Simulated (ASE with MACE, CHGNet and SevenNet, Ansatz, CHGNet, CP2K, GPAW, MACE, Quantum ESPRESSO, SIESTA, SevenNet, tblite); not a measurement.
## Machine-learned potentials runs on H11C3IN2 (P2_1/c) (68 atoms)

Aim: run H11C3IN2 (P2_1/c) (68 atoms) in machine-learned potentials and see how near its forces come to a plane-wave reference, and at what cost.

Program: ASE with MACE, CHGNet and SevenNet. Level of theory: the method is named at each step. Results are calculated unless marked as measured.

## (1) The structure

The cell holds 68 atoms: 44 H, 12 C, 4 I and 8 N. Cell: a = 5.015 Å, b = 10.147 Å, c = 14.500 Å, α = 90.0°, β = 103.6°, γ = 90.0°. It derives from H11C3IN2 (P2_1/c), repeated 1×1×1. H11C3IN2, space group P2_1/c, structure from the Crystallography Open Database, 1 x 1 x 1 conventional cells; positions as listed; bonds to H set to neutron lengths (C-H 1.089, N-H 1.015, O-H 0.983, B-H 1.19 Å) where the listed ones are shorter. Then every atom was moved at random, 0.03 Å r.m.s. a Cartesian component (hydrogen 0.6 of that).

The yardstick, on the same geometry:

- method: Kohn-Sham DFT, PBE, PAW, plane waves (Ansatz 0.2.0); cutoff 420 eV, Γ point, fermi-dirac smearing of 0.05 eV; PAW set soft_2
- r.m.s. force component: 1.384 eV/Å
- longest force: 6.69 eV/Å
- pressure: 3.772 GPa
- gap (highest filled to lowest empty level): 4.365 eV
- SCF cycles: 8
- time: 2.3 s on 8 threads of Arm Neoverse V2, shared host
- CPU time: 15 s

## (2) MACE MP-0b2 small potential

Method: machine-learned interatomic potential MACE MP-0b2 small, trained on PBE(+U) plane-wave data.

Input file run.py:

```python
import numpy as np
from ase.io import read
import mlip  # loads the published weights by name

atoms = read("structure.xyz")
atoms.calc = mlip.calc("mace-mp-0b2-small")
energy = atoms.get_potential_energy()
forces = atoms.get_forces()
print(f"energy {energy:.6f} eV")
print("forces (eV/A)")
for i, (a, f) in enumerate(zip(atoms, forces)):
    print(f"{i:4d} {a.symbol:2s} {f[0]:10.5f} {f[1]:10.5f} {f[2]:10.5f}")
stress = -atoms.get_stress(voigt=False) * 160.21766
print("stress (GPa, compression positive)")
for row in stress:
    print(" ".join(f"{x:10.4f}" for x in row))
```

Input file structure.xyz:

```xyz
68
Lattice="5.01520 0.00000 0.00000 0.00000 10.14700 0.00000 -3.40914 0.00000 14.09395" Properties=species:S:1:pos:R:3 pbc="T T T"
H -0.88259 9.49394 4.13249
H 4.14741 4.38168 2.94113
H 2.43981 0.70014 9.93116
H -2.53404 5.75284 11.18750
H 3.15160 0.01076 5.28439
H 0.13662 5.06386 1.74511
H -1.56780 10.13097 8.80703
H 1.42027 5.10983 12.38915
H -0.43663 9.33494 5.73455
H 3.76171 4.28244 1.31158
H 2.07273 0.80760 8.36293
H -2.15551 5.90880 12.81662
H 3.18797 3.65485 4.91259
H 0.12840 8.71840 2.12579
H -1.61626 6.52026 9.17262
H 1.50557 1.47548 11.96435
H -0.38719 4.40299 5.20856
H 3.72278 9.51352 1.84490
H 2.00883 5.69815 8.88920
H -2.13006 0.63561 12.22129
H 2.64965 5.54026 6.11283
H 0.65598 0.49274 0.92766
H -1.06375 4.62663 7.97760
H 0.96585 9.66167 13.16079
H 2.07492 5.70921 4.45947
H 1.21893 0.62800 2.58159
H -0.44564 4.46569 9.61954
H 0.39052 9.54924 11.50870
H -0.83435 6.96723 3.89035
H 4.15179 1.90114 3.18735
H 2.45795 3.21934 10.25448
H -2.56993 8.26443 10.91957
H -0.36637 6.88413 5.56373
H 3.66613 1.81611 1.46394
H 1.98105 3.29006 8.54291
H -2.03790 8.29791 12.60535
H 2.10126 8.19015 4.45510
H 1.16863 3.13339 2.57454
H -0.56030 1.95512 9.64759
H 0.45439 7.02365 11.50940
H 2.53797 8.05662 6.20317
H 0.74818 2.98555 0.85748
H -0.95957 2.09140 7.88796
H 0.87140 7.14998 13.25085
C 2.96228 5.62702 5.08721
C 0.35614 0.55037 1.98936
C -1.36897 4.49766 8.96262
C 1.26610 9.55036 12.14490
C 3.81443 6.86901 4.91132
C -0.44943 1.79460 2.12776
C 2.77122 3.23801 9.13950
C 2.04993 8.34104 11.92616
C 2.97001 8.12886 5.13485
C 0.28827 3.06348 1.88408
C -1.34867 2.02737 8.86524
C 1.24961 7.10676 12.26822
[... 8 atom lines left out ...]
N 3.73261 4.39182 4.69681
N -0.45401 9.49353 2.31690
N -2.16447 5.66050 9.41208
N 2.04790 0.61704 11.74646
```

On the command line:

```
> OMP_NUM_THREADS=1 python run.py > output.txt
```

Log:

```text
energy -347.636538 eV
forces (eV/A)
   0 H     0.55762    0.38077   -1.62053
   1 H    -0.63645    0.63922    1.98577
   2 H    -1.08914   -0.57212    3.56202
   3 H    -0.37145   -0.33570   -0.78195
   4 H    -0.69604    1.42676    0.51698
   5 H     0.78809    1.69599   -0.11134
   6 H     0.86652   -2.04384   -0.28753
   7 H    -0.80786   -1.85882    0.24664
   8 H    -0.67107    0.28131   -0.12958
   9 H    -0.13450    0.30282   -0.05087
  10 H    -0.78177   -0.41980   -0.89245
  11 H    -1.22936   -0.36503   -0.59163
  12 H    -2.03076   -3.64392    1.16959
  13 H     0.36550   -1.62712   -0.54107
  14 H    -0.41978   -0.37750    0.14814
  15 H     0.26285   -0.36913    0.07596
  16 H    -0.45833   -0.51692   -0.13524
  17 H    -2.31148   -0.44458   -1.55736
  18 H    -1.21558    0.27307   -0.65215
  19 H     2.46278    0.33930    1.43779
  20 H    -0.38494   -0.01790    0.88271
  21 H     0.34147   -0.07437   -0.08527
  22 H     0.74397    0.14596   -2.25249
  23 H    -0.54076   -0.08170    1.29266
[...]
60 N     0.75041   -1.98842    1.03289
  61 N    -0.20087   -2.60802   -2.10711
  62 N     1.85618    3.83123   -3.17555
  63 N     2.75474    2.01386    1.50351
  64 N     1.89539    4.58153   -0.85397
  65 N     2.58841    2.14682    2.32836
  66 N     1.96255    0.52767    0.46355
  67 N    -3.01466   -0.20826   -1.31873
stress (GPa, compression positive)
    3.1210    -0.1345    -0.2469
   -0.1345     3.1966    -0.0088
   -0.2469    -0.0088     3.8601
```

Elapsed: 5.6 s, on 1 thread of Arm Neoverse V2, shared host; peak memory 0.67 GiB.

Banners, paths, timers and routine set-up lines are dropped from the logs unmarked, and long logs keep their key lines alone; longer cuts are marked.

Compared with the plane-wave run:

```yaml
r_m_s_force_component: 1.349 eV/Å
r_m_s_difference_of_force_components: 144.1 meV/Å
longest_difference_of_force_vectors: 547.1 meV/Å
force_difference_over_r_m_s_force: 10.42 %
slope_of_forces_against_the_reference_s: 0.9698
correlation_of_force_components: 0.9948
pressure: 3.393 GPa
pressure_difference: -0.3789 GPa
```

Length of the force difference by element (eV/Å):

```tsv
element	atoms	mean	most
C	12	0.42	0.55
H	44	0.16	0.28
I	4	0.16	0.20
N	8	0.28	0.45
```

A closer look about C51, which bears the longest force: 9 atoms, nearest first, numbered in the order of the input, with positions taken from that point.

```tsv
atom	x	y	z	distance (Å)	bonds	Fx	Fy	Fz (eV/Å)
C51	0.00	0.00	0.00	0.00	4	4.51	-0.17	4.36
H35	-0.79	0.05	-0.60	0.99	1	-3.71	0.08	-2.75
H31	-0.31	-0.02	1.11	1.16	1	0.19	-0.04	-1.57
C55	0.90	-1.21	-0.27	1.53	4	-1.62	-0.66	2.48
C47	0.88	1.26	-0.18	1.54	4	-0.83	-0.06	3.01
H43	1.28	-1.15	-1.25	2.13	1	0.67	-0.36	-1.40
H23	1.18	1.39	-1.16	2.16	1	0.74	0.15	-2.25
H39	1.68	-1.28	0.51	2.18	1	-0.24	0.09	-0.55
H27	1.80	1.23	0.48	2.23	1	-0.80	-0.15	-0.58
```

Atoms are counted from 1 here, from 0 in the log.

Forces lie 10 % from the reference's, at 0.38 times its CPU time (on 1 against 8 cores).

## (3) CHGNet r2SCAN potential

Method: machine-learned interatomic potential CHGNet r2SCAN, trained on r2SCAN plane-wave data.

Edit run.py of step 2 so:

```diff
@@ -5,3 +5,3 @@
 atoms = read("structure.xyz")
-atoms.calc = mlip.calc("mace-mp-0b2-small")
+atoms.calc = mlip.calc("chgnet-r2scan")
 energy = atoms.get_potential_energy()
```

structure.xyz is that of step 2.

Log:

```text
CHGNet vr2scan initialized with 412,525 parameters
CHGNet will run on cpu
energy -459.304016 eV
forces (eV/A)
   0 H     0.40518    0.23018   -1.07304
   1 H    -0.57647    0.40203    1.53834
   2 H    -1.16530   -0.35256    3.12164
   3 H    -0.28626   -0.15274   -0.31887
   4 H    -0.60948    1.05651    0.32055
   5 H     0.70403    1.28204   -0.13987
   6 H     0.90300   -1.78389   -0.31055
   7 H    -0.76674   -1.46695    0.25892
   8 H    -0.73714    0.25138   -0.42910
   9 H     0.06087    0.27289    0.18511
  10 H    -0.72245   -0.34129   -0.66149
  11 H    -1.34783   -0.35411   -0.90718
  12 H    -2.15125   -3.46236    1.14405
  13 H     0.44909   -1.38995   -0.48104
  14 H    -0.53429   -0.68553    0.19799
  15 H     0.39137   -0.57691   -0.00807
  16 H    -0.59128   -0.35887   -0.18124
  17 H    -2.21395   -0.32939   -1.49144
  18 H    -0.95090    0.15435   -0.56657
  19 H     2.20744    0.21291    1.33271
  20 H    -0.31629   -0.04717    0.65827
  21 H     0.21436   -0.06201    0.17085
  22 H     0.73069    0.12335   -2.02025
  23 H    -0.45548   -0.04106    1.07896
[...]
60 N     0.94707   -1.49598    1.08813
  61 N    -0.34697   -1.98678   -1.78420
  62 N     1.66425    3.26676   -2.76701
  63 N     2.68955    1.62140    1.16228
  64 N     2.19726    4.64239   -0.69583
  65 N     2.31204    2.16547    2.02283
  66 N     1.69241    0.59150    0.40312
  67 N    -2.89644   -0.15455   -1.08628
stress (GPa, compression positive)
    2.5231    -0.0496    -0.3961
   -0.0496     1.5328    -0.0667
   -0.3961    -0.0667     2.3477
```

Run time: 3.6 s. Hardware: 1 thread; peak memory 1.4 GiB.

Numbers from this run, and their distance from the reference:

| Item | Value |
| --- | --- |
| r.m.s. force component | 1.224 eV/Å |
| r.m.s. difference of force components | 265.1 meV/Å |
| longest difference of force vectors | 867.6 meV/Å |
| force difference over r.m.s. force | 19.16 % |
| slope of forces against the reference's | 0.8729 |
| correlation of force components | 0.9868 |
| pressure | 2.135 GPa |
| pressure difference | -1.637 GPa |

Against the first run (10 %), the force difference from the reference is 19 %, at 0.65 times the CPU time; this potential was trained at another functional than the reference's.

## (4) SevenNet l3i5 potential

Method: machine-learned interatomic potential SevenNet l3i5, trained on PBE(+U) plane-wave data.

Edit run.py of step 3 so:

```diff
@@ -5,3 +5,3 @@
 atoms = read("structure.xyz")
-atoms.calc = mlip.calc("chgnet-r2scan")
+atoms.calc = mlip.calc("7net-l3i5")
 energy = atoms.get_potential_energy()
```

structure.xyz is that of step 3.

Log:

```text
energy -347.686584 eV
forces (eV/A)
   0 H     0.56972    0.29868   -1.71674
   1 H    -0.66621    0.57197    2.11199
   2 H    -1.11810   -0.46525    3.68014
   3 H    -0.37959   -0.28134   -0.86269
   4 H    -0.74391    1.43880    0.49273
   5 H     0.84755    1.68488   -0.11162
   6 H     0.93319   -2.03075   -0.26778
   7 H    -0.85593   -1.86267    0.23228
   8 H    -0.67494    0.28496   -0.08166
   9 H    -0.11449    0.29150   -0.08589
  10 H    -0.75651   -0.39984   -0.91750
  11 H    -1.24572   -0.38302   -0.56505
  12 H    -2.17205   -3.80263    1.25431
  13 H     0.44901   -1.67252   -0.58577
  14 H    -0.43295   -0.37623    0.10601
  15 H     0.25023   -0.35407    0.10264
  16 H    -0.49558   -0.48467   -0.07743
  17 H    -2.26695   -0.36350   -1.62901
  18 H    -1.18753    0.24152   -0.73863
  19 H     2.45762    0.28027    1.52398
  20 H    -0.37941   -0.01752    0.81635
  21 H     0.37467   -0.09761   -0.01623
  22 H     0.71343    0.12685   -2.17425
  23 H    -0.52840   -0.06037    1.20655
[...]
60 N     0.78128   -1.98529    1.07613
  61 N    -0.21623   -2.64795   -2.17589
  62 N     1.77031    3.62179   -3.26145
  63 N     2.87523    2.00881    1.49275
  64 N     2.21893    4.73265   -1.06865
  65 N     2.29919    2.20324    2.52744
  66 N     1.82011    0.44715    0.69552
  67 N    -2.86231   -0.28384   -1.48864
stress (GPa, compression positive)
    3.1667    -0.1416    -0.3231
   -0.1416     2.7830    -0.0268
   -0.3231    -0.0268     3.5799
```

Wall time 8.8 s (1 thread); peak memory 1.4 GiB.

Against the reference:

- r.m.s. force component: 1.339 eV/Å
- r.m.s. difference of force components: 126.9 meV/Å
- longest difference of force vectors: 576.4 meV/Å
- force difference over r.m.s. force: 9.172 %
- slope of forces against the reference's: 0.9641
- correlation of force components: 0.9962
- pressure: 3.176 GPa
- pressure difference: -0.595 GPa

Against the first run (10 %), the force difference from the reference is 9.2 %, at 1.6 times the CPU time.

## (5) Side by side

Differences are against the plane-wave reference, forces as r.m.s. over components; share is that over the reference's r.m.s. force, slope the least-squares factor from reference forces to these. Total energies of different programs have different zeros and aren't compared.

```tsv
run	Δ force, r.m.s. (meV/Å)	share (%)	slope	Δ pressure (GPa)	cores	CPU time	memory (GiB)
reference	-	-	-	-	8	15 s	0.79
MACE MP-0b2 small potential	144	10.4	0.970	-0.379	1	5.6 s	0.67
CHGNet r2SCAN potential	265	19.2	0.873	-1.64	1	3.6 s	1.4
SevenNet l3i5 potential	127	9.17	0.964	-0.595	1	8.8 s	1.4
```

Times of the machine-learned potentials are mostly Python's start and the loading of weights.

CPU time is summed over cores on a shared host, where runs went side by side, so it is rough. Symmetry, cutoffs, thresholds, outputs and thread counts weren't matched or tuned between programs; memory under MPI is the largest rank's times the ranks.

A second geometry, displaced anew (every atom was moved at random, 0.04 Å r.m.s. a Cartesian component (hydrogen 0.6 of that)), gives an energy difference that all programs can be tested on. The reference puts it at 14.11 meV/atom.

```tsv
run	energy less the first geometry's (meV/atom)	error (meV/atom)	force share at the second geometry (%)
MACE MP-0b2 small potential	15.77	1.65	9.51
CHGNet r2SCAN potential	13.50	-0.614	17.3
SevenNet l3i5 potential	15.13	1.02	8.44
```

## (6) What came out

```json
{
 "nearest in forces": "SevenNet l3i5 potential, 9.2 %",
 "its CPU time": "8.8 s"
}
```

**Reading.** Machine-learned potentials differ by 9.2 % (SevenNet l3i5 potential) to 19 % (CHGNet r2SCAN potential); they were trained on other programs' data, some at another functional. The energy difference between the two geometries, 14.1 meV/atom in the reference, is met best by CHGNet r2SCAN potential (-0.614) and worst by MACE MP-0b2 small potential (+1.65). Machine-learned potentials mimic data converged in k, so the reference's own k-point error enters their differences. The cell is under 6 Å thick along one periodic direction, so every atom has periodic images of itself close by, which move with it and show among its neighbours and in g(r). The reference's stress is far from hydrostatic: its diagonal is 5.7, 1.5, 4.0 GPa, compression counted positive. The reference's PBE has no dispersion term, which matters for the binding between molecules or layers. The published positions, changed by the recipe (random displacements or longer bonds to H), lie far from the minimum at this level of theory. The reference's pressure of 3.8 GPa belongs to a cell and atoms that aren't relaxed at this level. The electronic-structure runs sample only Γ, in a cell whose shortest periodic width is 5 Å. Spin–orbit coupling is left out, which matters for the levels of the heavy elements.

[Also dropped from logs without a mark: logging warnings of Python, and SIESTA's first energy breakdown and zero terms.]

[Logs are printed without paths, hosts, clocks, repeated set-up lines and the standing remarks that a program may print on its own settings, such as how far it seeks lower states.]

[Hosts, paths, dates, database ids (printed as entryN), source tags and the programs' standing remarks are cut or masked in the printed files.]
